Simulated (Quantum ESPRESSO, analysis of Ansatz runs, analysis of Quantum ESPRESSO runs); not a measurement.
# Li-H pair in ZnO: local vibrational mode, PBE (Quantum ESPRESSO)

How near does this set-up come to the measured local vibrational mode? Subject: Li-H pair in ZnO. Set-up: PBE, GBRV 1.5 PBE, cutoffs x 1.3, 72-site cell, PBE lattice, k: the zone centre alone. The model is a cell of 72 host atoms with Li put on another atom's site and H put in between. The frequencies come from force constants among the defect atom and its neighbours, with the masses of the isotopes named. This set-up takes another basis size than the usual one.

Measured beforehand: O-H stretch, 1H: 3577.3 cm⁻¹ at 10 K, by IR absorption (quoted in “Hydrogen-related defects in hydrothermally grown ZnO studied by Fourier Transform Infrared Spectroscopy”, 2010, Halvard Haug, quoting earlier work (2006)). O-D stretch, 2H: 2644.4 cm⁻¹, by IR absorption (quoted in “Hydrogen-related defects in hydrothermally grown ZnO studied by Fourier Transform Infrared Spectroscopy”, 2010, Halvard Haug, quoting earlier work (2006)).

Program: Quantum ESPRESSO 7.5. Level of theory: Quantum ESPRESSO plane-wave DFT, PBE, GBRV 1.5 PBE potentials; relaxation of all atoms of a defect supercell. Results are calculated unless marked as measured.

## Step 1: The structure

The cell holds 73 atoms: 35 Zn, 36 O, 1 Li and 1 H. Cell: a = 9.851 Å, b = 9.851 Å, c = 10.597 Å, α = 90.0°, β = 90.0°, γ = 120.0°. It derives from ZnO (space group P6_3mc). Nearest the centre at fractional (0.556, 0.444, 0.559): H73 at 0.63 Å, Li38 at 1.08 Å, O39 at 1.65 Å, O60 at 2.27 Å, O36 at 2.28 Å, O28 at 2.28 Å, Zn37 at 2.78 Å, Zn29 at 2.78 Å.

The host's primitive cell comes from a first run (Quantum ESPRESSO plane-wave DFT, PBE, GBRV 1.5 PBE potentials; relaxation of cell and atoms of a defect-free cell): vectors of 3.284, 3.284 and 5.299 Å. That is 12.37 Å³ an atom, 3.9 % over the diffraction cell's volume. The supercell is built on it.

## Step 2: Relaxation, charge 0

Every later number rests on the structure around the defect, so the atoms are relaxed at the host's lattice first.

The input, pw.in:

```
&CONTROL
  calculation = 'relax'
  prefix = 'pwscf'
  outdir = './tmp'
  pseudo_dir = './pseudo'
  tprnfor = .true.
  disk_io = 'low'
  nstep = 70
  forc_conv_thr = 0.00039
  etot_conv_thr = 0.0001
/
&SYSTEM
  ibrav = 0
  nat = 73
  ntyp = 4
  ecutwfc = 58
  ecutrho = 468
  nbnd = 464
  occupations = 'smearing'
  smearing = 'fd'
  degauss = 0.00073499
  nosym = .true.
/
&ELECTRONS
  conv_thr = 7d-08
  electron_maxstep = 100
  mixing_beta = 0.5
/
&IONS
  ion_dynamics = 'bfgs'
/
ATOMIC_SPECIES
Zn    65.3800 zn_pbe_v1.uspp.F.UPF
O     15.9990 o_pbe_v1.2.uspp.F.UPF
Li     6.9400 li_pbe_v1.4.uspp.F.UPF
H      1.0080 h_pbe_v1.4.uspp.F.UPF
CELL_PARAMETERS angstrom
   9.8507644307    0.0000000000    0.0000000000
  -4.9253822154    8.5310123247    0.0000000000
   0.0000000000    0.0000000000   10.5973309651
ATOMIC_POSITIONS crystal
Zn     0.1101707330    0.2217193285    0.2516724615
Zn     0.2235423080    0.1101672938    0.0004019625
O      0.2239681529    0.1106546664    0.1893176179
O      0.1133137508    0.2227868562    0.4391501984
Zn     0.1120154812    0.2237130100    0.7484949126
Zn     0.2203936799    0.1092149865    0.4991942809
O      0.2205537885    0.1102071714    0.6882368146
O      0.1101419608    0.2220009631    0.9412619956
Zn     0.1098120449    0.5532159480    0.2499356114
Zn     0.2233014455    0.4465292582    0.0008064337
O      0.2245065128    0.4454313581    0.1899603703
O      0.1116767802    0.5574242226    0.4384741309
Zn     0.1126362947    0.5576489932    0.7506677564
Zn     0.2245486430    0.4453725341    0.5000253130
O      0.2239104935    0.4465274013    0.6889376754
O      0.1129851159    0.5552955264    0.9397796570
Zn     0.1111211938    0.8874208288    0.2486452266
Zn     0.2235574532    0.7771059922   -0.0009814146
O      0.2218945025    0.7788499921    0.1910348238
O      0.1101021397    0.8884912576    0.4378604151
Zn     0.1132606979    0.8898828752    0.7491944912
Zn     0.2213019614    0.7755869764    0.5005957808
O      0.2237028987    0.7770772838    0.6889718199
O      0.1105690095    0.8888623337    0.9377390580
Zn     0.4435776623    0.2235121991    0.2506571217
Zn     0.5534723504    0.1103047651    0.0007815487
O      0.5571604446    0.1115388455    0.1908919599
O      0.4430363961    0.2208137283    0.4409205209
Zn     0.4452874722    0.2207494855    0.7499160512
Zn     0.5547917494    0.1126243527    0.5002273930
O      0.5556307909    0.1110398199    0.6876774808
O      0.4451388958    0.2245072514    0.9396289912
Zn     0.4445181631    0.5561817001    0.2517489923
Zn     0.5551323385    0.4455922689    0.0013036688
O      0.5550677616    0.4443911734    0.1913984965
O      0.4451620009    0.5549698117    0.4379934958
Zn     0.4451401548    0.5553119415    0.7516602844
Li     0.5560300864    0.4426938808    0.4575195628
O      0.5554137082    0.4440743440    0.7150150732
O      0.4454965482    0.5545856686    0.9405154151
Zn     0.4425086119    0.8871546833    0.2507350612
Zn     0.5547821092    0.7767431301   -0.0017327702
O      0.5574850585    0.7791712686    0.1885659326
O      0.4457339370    0.8911815172    0.4391898071
Zn     0.4444006279    0.8873543988    0.7486855181
Zn     0.5533731144    0.7763153122    0.5005405975
O      0.5541637742    0.7758603897    0.6885524755
O      0.4425652990    0.8888639086    0.9388190153
Zn     0.7774830561    0.2220260095    0.2518156866
Zn     0.8867756241    0.1092717855   -0.0004279824
O      0.8884151553    0.1088892313    0.1896691690
O      0.7795698930    0.2225152317    0.4406409733
Zn     0.7783241863    0.2210231154    0.7511667485
Zn     0.8905930814    0.1131992974    0.5005434784
O      0.8891404102    0.1111282294    0.6876874027
O      0.7783574996    0.2215273805    0.9379779759
Zn     0.7785872639    0.5560708656    0.2517121529
Zn     0.8898245817    0.4437056813    0.0012616689
O      0.8874818826    0.4421970325    0.1900292728
O      0.7758088314    0.5536463086    0.4390038336
Zn     0.7798092133    0.5572920559    0.7506061711
Zn     0.8894798106    0.4437052331    0.5014965106
O      0.8907272031    0.4445500228    0.6904553914
O      0.7795219820    0.5566311751    0.9408078381
Zn     0.7798795869    0.8901827235    0.2507489017
Zn     0.8892955152    0.7785255515   -0.0018444888
O      0.8886857592    0.7795572581    0.1902522039
O      0.7779824866    0.8905425658    0.4383547561
Zn     0.7795147156    0.8907939150    0.7491203836
Zn     0.8884537812    0.7787597624    0.5014257617
O      0.8879632661    0.7790946228    0.6900805664
O      0.7799159384    0.8903549642    0.9402414170
H      0.5532116486    0.4432824025    0.6184813588
K_POINTS gamma
```

The run is started by

```bash
> OMP_NUM_THREADS=1 mpirun -n 4 pw.x -in pw.in > pw.out
```

Output:

```text
This program is part of the open-source Quantum ESPRESSO suite
     for quantum simulation of materials; please cite
         "P. Giannozzi et al., J. Phys.:Condens. Matter 21 395502 (2009);
         "P. Giannozzi et al., J. Phys.:Condens. Matter 29 465901 (2017);
         "P. Giannozzi et al., J. Chem. Phys. 152 154105 (2020);
          URL
     in publications or presentations arising from this work. More details at

     gamma-point specific algorithms are used

     Subspace diagonalization in iterative solution of the eigenvalue problem:
     one sub-group per band group will be used
     scalapack distributed-memory algorithm (size of sub-group:  2*  2 procs)

     --------------------
     sticks:   dense  smooth     PW     G-vecs:    dense   smooth      PW
     Min        2791    1386    348               256851    89694   11200
     Max        2792    1389    349               256856    89697   11205
     Sum       11167    5551   1393              1027415   358783   44809

     Using Slab Decomposition

     bravais-lattice index     =            0
     lattice parameter (alat)  =      18.6152  a.u.
     unit-cell volume          =    6009.8496 (a.u.)^3
     number of atoms/cell      =           73
     number of atomic types    =            4
     number of electrons       =       920.00
     number of Kohn-Sham states=          464
     kinetic-energy cutoff     =      58.0000  Ry
     charge density cutoff     =     468.0000  Ry
     scf convergence threshold =      7.0E-08
     mixing beta               =       0.5000
     number of iterations used =            8  plain     mixing
     energy convergence thresh.=      1.0E-04
     force convergence thresh. =      3.9E-04
     Exchange-correlation=  SLA  PW   PBX  PBC
                           (   1   4   3   4   0   0   0)
     nstep                     =           70

     celldm(1)=  18.615247  celldm(2)=   0.000000  celldm(3)=   0.000000
     celldm(4)=   0.000000  celldm(5)=   0.000000  celldm(6)=   0.000000

     crystal axes: (cart. coord. in units of alat)
               a(1) = (   1.000000   0.000000   0.000000 )
               a(2) = (  -0.500000   0.866025   0.000000 )
               a(3) = (   0.000000   0.000000   1.075788 )

     reciprocal axes: (cart. coord. in units 2 pi/alat)
               b(1) = (  1.000000  0.577350 -0.000000 )
               b(2) = (  0.000000  1.154701  0.000000 )
               b(3) = (  0.000000 -0.000000  0.929551 )

     PseudoPot. # 1 for Zn read from file:
     zn_pbe_v1.uspp.F.UPF
     Pseudo is Ultrasoft, Zval = 20.0
     Generated by new atomic code, or converted to UPF format
     Using radial grid of  943 points,  6 beta functions with:
                l(1) =   0
                l(2) =   0
                l(3) =   1
                l(4) =   1
                l(5) =   2
                l(6) =   2
     Q(r) pseudized with  8 coefficients,  rinner =    1.100   1.100   1.100
                                                       1.100   1.100

     PseudoPot. # 2 for O  read from file:
     o_pbe_v1.2.uspp.F.UPF
     Pseudo is Ultrasoft + core correction, Zval =  6.0
     Generated by new atomic code, or converted to UPF format
     Using radial grid of  737 points,  5 beta functions with:
                l(1) =   0
                l(2) =   0
                l(3) =   1
                l(4) =   1
                l(5) =   2
     Q(r) pseudized with  8 coefficients,  rinner =    0.900   0.900   0.900
                                                       0.900   0.900

     PseudoPot. # 3 for Li read from file:
     li_pbe_v1.4.uspp.F.UPF
     Pseudo is Ultrasoft, Zval =  3.0
     Generated by new atomic code, or converted to UPF format
     Using radial grid of  751 points,  5 beta functions with:
                l(1) =   0
                l(2) =   0
                l(3) =   0
                l(4) =   1
                l(5) =   1
     Q(r) pseudized with 10 coefficients,  rinner =    1.150   1.150   1.150

     PseudoPot. # 4 for H  read from file:
     h_pbe_v1.4.uspp.F.UPF
     Pseudo is Ultrasoft, Zval =  1.0
     Generated by new atomic code, or converted to UPF format
     Using radial grid of  615 points,  2 beta functions with:
                l(1) =   0
                l(2) =   0
     Q(r) pseudized with  8 coefficients,  rinner =    0.700

     atomic species   valence    mass     pseudopotential
     Zn               20.00    65.38000     Zn( 1.00)
     O                 6.00    15.99900     O ( 1.00)
     Li                3.00     6.94000     Li( 1.00)
     H                 1.00     1.00800     H ( 1.00)

     No symmetry found

   Cartesian axes

     site n.     atom                  positions (alat units)
         1        Zn     tau(   1) = (  -0.0006889   0.1920146   0.2707461  )
         2        Zn     tau(   2) = (   0.1684587   0.0954077   0.0004324  )
         3        O      tau(   3) = (   0.1686408   0.0958298   0.2036656  )
         4        O      tau(   4) = (   0.0019203   0.1929391   0.4724324  )
         5        Zn     tau(   5) = (   0.0001590   0.1937412   0.8052216  )
         6        Zn     tau(   6) = (   0.1657862   0.0945830   0.5370271  )
         7        O      tau(   7) = (   0.1654502   0.0954422   0.7403967  )
         8        O      tau(   8) = (  -0.0008585   0.1922585   1.0125981  )
         9        Zn     tau(   9) = (  -0.1667959   0.4790991   0.2688777  )
        10        Zn     tau(  10) = (   0.0000368   0.3867057   0.0008676  )
        11        O      tau(  11) = (   0.0017908   0.3857549   0.2043570  )
        12        O      tau(  12) = (  -0.1670353   0.4827435   0.4717051  )
        13        Zn     tau(  13) = (  -0.1661882   0.4829382   0.8075591  )
        14        Zn     tau(  14) = (   0.0018624   0.3857039   0.5379211  )
        15        O      tau(  15) = (   0.0006468   0.3867041   0.7411507  )
        16        O      tau(  16) = (  -0.1646626   0.4809000   1.0110034  )
        17        Zn     tau(  17) = (  -0.3325892   0.7685290   0.2674895  )
        18        Zn     tau(  18) = (  -0.1649955   0.6729935  -0.0010558  )
        19        O      tau(  19) = (  -0.1675305   0.6745039   0.2055129  )
        20        O      tau(  20) = (  -0.3341435   0.7694560   0.4710448  )
        21        Zn     tau(  21) = (  -0.3316807   0.7706612   0.8059742  )
        22        Zn     tau(  22) = (  -0.1664915   0.6716780   0.5385348  )
        23        O      tau(  23) = (  -0.1648357   0.6729687   0.7411874  )
        24        O      tau(  24) = (  -0.3338622   0.7697774   1.0088081  )
[...]
atom    5 type  1   force =    -0.00008379   -0.00009765   -0.00009815
     atom    6 type  1   force =    -0.00013736    0.00002193    0.00000178
     atom    7 type  2   force =    -0.00014066   -0.00003263   -0.00013248
     atom    8 type  2   force =    -0.00005726   -0.00003504    0.00010247
     atom    9 type  1   force =    -0.00003078    0.00005344   -0.00010523
     atom   10 type  1   force =     0.00021801    0.00015062    0.00012828
     atom   11 type  2   force =     0.00005763    0.00002355   -0.00012703
     atom   12 type  2   force =    -0.00005670   -0.00005290    0.00013239
     atom   13 type  1   force =     0.00002911   -0.00006976    0.00003907
     atom   14 type  1   force =    -0.00009957   -0.00006268   -0.00005449
     atom   15 type  2   force =    -0.00011454    0.00008111   -0.00000818
     atom   16 type  2   force =    -0.00002477   -0.00006920    0.00011300
[...]
Total force =     0.001766     Total SCF correction =     0.000070
     Energy error            =      5.7E-06 Ry
     Gradient error          =      4.9E-04 Ry/Bohr

     number of scf cycles    =  22
     number of bfgs steps    =  21

     energy             old  =  -17335.0656720340 Ry
     energy             new  =  -17335.0656777556 Ry

     CASE: energy            _new < energy            _old

     new trust radius        =       0.0032746164 bohr
     new conv_thr            =       0.0000000007 Ry

ATOMIC_POSITIONS (crystal)
Zn               0.1106903414        0.2219053545        0.2519858146
Zn               0.2199907524        0.1097445325        0.0010428417
O                0.2200623547        0.1097377902        0.1891470620
O                0.1112169587        0.2221835481        0.4405768119
Zn               0.1110168255        0.2220870240        0.7495767806
Zn               0.2277012593        0.1146853708        0.4984560697
O                0.2230605949        0.1117340614        0.6896561300
O                0.1112016689        0.2221693231        0.9388722459
Zn               0.1115169576        0.5558480072        0.2529768212
Zn               0.2200874819        0.4433599128        0.0010989794
O                0.2202074752        0.4434600758        0.1892008777
O                0.1110061748        0.5546758043        0.4414401213
Zn               0.1112037814        0.5553112767        0.7484772848
Zn               0.2278501254        0.4461219256        0.4984951209
O                0.2231403869        0.4444572847        0.6896732460
O                0.1115745229        0.5559321212        0.9381424472
[...]
NEW-OLD atomic charge density approx. for the potential

     Self-consistent Calculation

     iteration #  1     ecut=    58.00 Ry     beta= 0.50
     Davidson diagonalization with overlap
     ethr =  1.00E-06,  avg # of iterations =  3.0

     Threshold (ethr) on eigenvalues was too large:
     Diagonalizing with lowered threshold

     Davidson diagonalization with overlap
     ethr =  3.18E-10,  avg # of iterations =  5.0

     total energy              =  -17335.06568191 Ry
     estimated scf accuracy    <       0.00000399 Ry

     iteration #  2     ecut=    58.00 Ry     beta= 0.50
     Davidson diagonalization with overlap
     ethr =  4.33E-10,  avg # of iterations =  3.0

     total energy              =  -17335.06568243 Ry
     estimated scf accuracy    <       0.00000073 Ry

     iteration #  3     ecut=    58.00 Ry     beta= 0.50
     Davidson diagonalization with overlap
     ethr =  7.92E-11,  avg # of iterations =  4.0

     total energy              =  -17335.06568257 Ry
     estimated scf accuracy    <       0.00000021 Ry

     iteration #  4     ecut=    58.00 Ry     beta= 0.50
     Davidson diagonalization with overlap
     ethr =  2.31E-11,  avg # of iterations =  4.0

     total energy              =  -17335.06568261 Ry
     estimated scf accuracy    <       0.00000002 Ry

     iteration #  5     ecut=    58.00 Ry     beta= 0.50
     Davidson diagonalization with overlap
     ethr =  2.49E-12,  avg # of iterations =  4.0

     total energy              =  -17335.06568261 Ry
     estimated scf accuracy    <          6.7E-09 Ry

     iteration #  6     ecut=    58.00 Ry     beta= 0.50
     Davidson diagonalization with overlap
     ethr =  7.32E-13,  avg # of iterations =  3.0

     End of self-consistent calculation

          k = 0.0000 0.0000 0.0000 ( 22405 PWs)   bands (ev):

  -115.6321-115.6315-115.6312-115.4939-115.4163-115.4162-115.4154-115.4071
  -115.4069-115.4067-115.4066-115.4066-115.4063-115.3952-115.3936-115.3930
  -115.3929-115.3928-115.3641-115.3639-115.3634-115.3603-115.3594-115.3588
  -115.3528-115.3526-115.3525-115.2992-115.2811-115.2258-115.2256-115.2255
  -115.2255-115.2254-115.2249 -69.8718 -69.8715 -69.8711 -69.8072 -69.8064
[...]
6.1758   6.1762   6.2205   6.2246   6.2248   6.2663   6.2766   6.2768
     6.3074   6.4356   6.4359   6.5450   6.6814   6.6819   6.6875   6.7108
     6.7112   6.7157   6.7159   6.7226   6.7377   6.7381   6.7654   6.7656
     6.7874   6.8337   6.8438   6.8722   6.8778   6.8782   6.8936   6.8939
     6.8951   6.9104   6.9105   6.9513   6.9841   6.9845   7.0095   7.1643
     7.2486   7.2487   7.2727   7.2729   7.3012   7.3564   7.3567   7.4337
     7.4340   7.4990   7.5124   7.5125   7.5677   7.6299   7.6301   7.7159
     7.7160   7.9653   8.0604   8.0604   8.8560  11.4098  11.4977  12.1670

     the Fermi energy is     8.5170 ev

!    total energy              =  -17335.06568261 Ry
     estimated scf accuracy    <          5.2E-10 Ry
     smearing contrib. (-TS)   =      -0.00000000 Ry
     internal energy E=F+TS    =  -17335.06568261 Ry

     The total energy is F=E-TS. E is the sum of the following terms:
     one-electron contribution =  -14541.70278234 Ry
     hartree contribution      =    7634.52435083 Ry
     xc contribution           =   -1747.40721937 Ry
     ewald contribution        =   -8680.48003173 Ry

     convergence has been achieved in   6 iterations

     Forces acting on atoms (cartesian axes, Ry/au):

[...]
atom   66 type  1   force =    -0.00008305   -0.00011754    0.00006835
     atom   67 type  2   force =    -0.00001007    0.00009565   -0.00009107
     atom   68 type  2   force =     0.00008252   -0.00018339    0.00011354
     atom   69 type  1   force =     0.00006139    0.00010851   -0.00000229
     atom   70 type  1   force =    -0.00004840    0.00020591    0.00001215
     atom   71 type  2   force =    -0.00001538   -0.00000215    0.00000477
     atom   72 type  2   force =     0.00010694   -0.00010154    0.00010568
     atom   73 type  4   force =     0.00007078   -0.00000026   -0.00017249

     Total force =     0.001541     Total SCF correction =     0.000060
     Energy error            =      4.9E-06 Ry
     Gradient error          =      3.8E-04 Ry/Bohr

     bfgs converged in  23 scf cycles and  22 bfgs steps
     (criteria: energy <  1.0E-04 Ry, force <  3.9E-04 Ry/Bohr)

     End of BFGS Geometry Optimization

     Final energy             =  -17335.0656826105 Ry

     File ./tmp/pwscf.bfgs deleted, as requested
Begin final coordinates

ATOMIC_POSITIONS (crystal)
[...]
Zn               0.8903640625        0.7801412937        0.0009948453
O                0.8904001834        0.7800951285        0.1890825621
O                0.7781075020        0.8891001575        0.4405194896
Zn               0.7782553284        0.8893963715        0.7495779017
Zn               0.8855215701        0.7725244236        0.4984031259
O                0.8884127435        0.7771709724        0.6895969797
O                0.7781429855        0.8891970572        0.9388712056
H                0.5550249935        0.4444107568        0.6150251419
End final coordinates

=------------------------------------------------------------------------------=
   JOB DONE.
=------------------------------------------------------------------------------=
```

The job ended after 38 min (4 MPI ranks of Arm Neoverse V2, shared host; peak memory 3.3 GiB).

[end of part 1 of 2]

[Logs are printed without paths, hosts, clocks, repeated set-up lines and the standing remarks that a program may print on its own settings, such as how far it seeks lower states.]

[Hosts, paths, dates, database ids (printed as entryN), source tags and the programs' standing remarks are cut or masked in the printed files.]

[For some hosts the program warned that the k-mesh of the response run may be too coarse for force constants and the static dielectric constant; such warnings are not shown here.]
